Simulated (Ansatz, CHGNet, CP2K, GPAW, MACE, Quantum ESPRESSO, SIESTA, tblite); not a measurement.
# Which run comes nearest? Generalised stacking fault on (112) of a Nb-Li solid solution (54 atoms)

The cell holds 54 atoms: 30 Nb and 24 Li. Cell: a = 8.820 Å, b = 4.801 Å, c = 25.166 Å, α = 90.0°, β = 87.8°, γ = 90.0°. Bcc Nb lattice (a = 3.3949 Å, the value set for the mixture), cell with z along [112], 3 x 1 x 3 periods; the third cell vector is tilted by 0.333 of 1/2<111> (its sense, twinning or antitwinning, isn't checked) and lengthened by 0.2 Å, so the cell holds one fault; displaced by a Gaussian of 0.01 Å; 24 of 54 Nb sites given to Li at random (lattice constant by Vegard's rule between Nb and Li). Then every atom was moved at random, 0.05 Å r.m.s. a Cartesian component.

Geometry: as built.

The reference, a calculation:

- method: Kohn-Sham DFT, PBE, SSSP efficiency 1.3.0 pseudopotentials, plane waves (Quantum ESPRESSO 7.5); sssp-pbe-1.3.0-efficiency, cutoffs 45/360 Ry, Γ point
- r.m.s. force component: 0.8353 eV/Å
- longest force: 3.321 eV/Å
- pressure: -12.39 GPa
- time: 10 min on 2 MPI ranks of Arm Neoverse V1, shared host
- CPU time: 21 min

Q: Estimate the differences from the reference, the CPU time and the memory of each run.
- CP2K PBE, DZVP-MOLOPT-SR, 800/50 Ry, diagonalisation (CP2K 2026.2; 4 MPI ranks)
- CP2K PBE, DZVP-MOLOPT-SR, 280/50 Ry, diagonalisation (CP2K 2026.2; 2 threads)
- MACE MPA-0 medium potential (MACE MPA-0 medium; 1 thread)
- CP2K PBE, TZVP-UZH, 800/50 Ry, diagonalisation (CP2K 2026.2; 4 MPI ranks)
- QE PBE, sssp-1.3.0-efficiency, 20/160 Ry (Quantum ESPRESSO 7.5; 2 MPI ranks)
- CHGNet r2SCAN potential (CHGNet r2SCAN; 1 thread)
- SIESTA PBE, DZP, shift 0.01 Ry, mesh 300 Ry (SIESTA 5.4.2; 2 MPI ranks)
- SIESTA PBE, TZP, shift 0.01 Ry, mesh 300 Ry (SIESTA 5.4.2; 2 MPI ranks)
- CHGNet 0.3.0 potential (CHGNet 0.3.0; 1 thread)
- CP2K PBE, DZVP-MOLOPT-SR, 400/50 Ry, diagonalisation (CP2K 2026.2; 2 threads)

Differences are against the plane-wave reference, forces as r.m.s. over components; share is that over the reference's r.m.s. force, slope the least-squares factor from reference forces to these. Total energies of different programs have different zeros and aren't compared.

```csv
run,"Δ force, r.m.s. (meV/Å)",share (%),slope,Δ pressure (GPa),cores,CPU time,memory (GiB)
reference,-,-,-,-,2,21 min,2.3
"CP2K PBE, DZVP-MOLOPT-SR, 800/50 Ry, diagonalisation",31.3,3.75,1.007,0.607,4,26 min,6.7
"CP2K PBE, DZVP-MOLOPT-SR, 280/50 Ry, diagonalisation (coarse)",54.6,6.54,1.008,0.717,2,24 min,1.5
MACE MPA-0 medium potential,738,88.4,0.226,2.89,1,7.6 s,0.81
"CP2K PBE, TZVP-UZH, 800/50 Ry, diagonalisation",27.8,3.32,1.016,0.530,4,22 min,6.8
"QE PBE, sssp-1.3.0-efficiency, 20/160 Ry (coarse)",149,17.9,1.007,-61.3,2,8.9 min,0.72
CHGNet r2SCAN potential,700,83.8,0.304,1.52,1,3.5 s,0.76
"SIESTA PBE, DZP, shift 0.01 Ry, mesh 300 Ry",36.1,4.32,1.008,-0.564,2,11 min,1.4
"SIESTA PBE, TZP, shift 0.01 Ry, mesh 300 Ry",37.6,4.50,1.006,-0.957,2,15 min,1.6
CHGNet 0.3.0 potential,691,82.7,0.281,3.18,1,3.8 s,0.76
"CP2K PBE, DZVP-MOLOPT-SR, 400/50 Ry, diagonalisation (coarse)",31.4,3.76,1.007,0.608,2,29 min,2.1
```

Rows marked coarse were listed beforehand as settings not expected to be converged; some can still land near the reference.

Times of the machine-learned potentials are mostly Python's start and the loading of weights.

CPU time is summed over cores on a shared host, where runs went side by side, so it is rough. Symmetry, cutoffs, thresholds, outputs and thread counts weren't matched or tuned between programs; memory under MPI is the largest rank's times the ranks.

The PBE runs in local orbitals, coarse settings apart, differ by 3.3 % (CP2K PBE, TZVP-UZH, 800/50 Ry, diagonalisation) to 4.5 % (SIESTA PBE, TZP, shift 0.01 Ry, mesh 300 Ry); basis, grid and potentials can all enter. Machine-learned potentials differ by 83 % (CHGNet 0.3.0 potential) to 88 % (MACE MPA-0 medium potential); they were trained on other programs' data, some at another functional. Among those trained on PBE data the slope goes as low as 0.23, with a correlation of 0.47, so directions differ as well as sizes. Runs with settings chosen to be coarse differ by 3.8 % (CP2K PBE, DZVP-MOLOPT-SR, 400/50 Ry, diagonalisation) to 18 % (QE PBE, sssp-1.3.0-efficiency, 20/160 Ry), their programs' other errors included. One electronic-structure run takes under half the reference's CPU time: QE PBE, sssp-1.3.0-efficiency, 20/160 Ry, at 18 % in 8.9 min against 21 min; its pressure misses by -61.3 GPa. Machine-learned potentials mimic data converged in k, so the reference's own k-point error enters their differences. The electronic-structure runs sample only Γ, in a cell whose shortest periodic width is 5 Å, which is coarse for a cell with partly filled levels.

[Logs are printed without paths, hosts, clocks, repeated set-up lines and the standing remarks that a program may print on its own settings, such as how far it seeks lower states.]

[Hosts, paths, dates, database ids (printed as entryN), source tags and the programs' standing remarks are cut or masked in the printed files.]
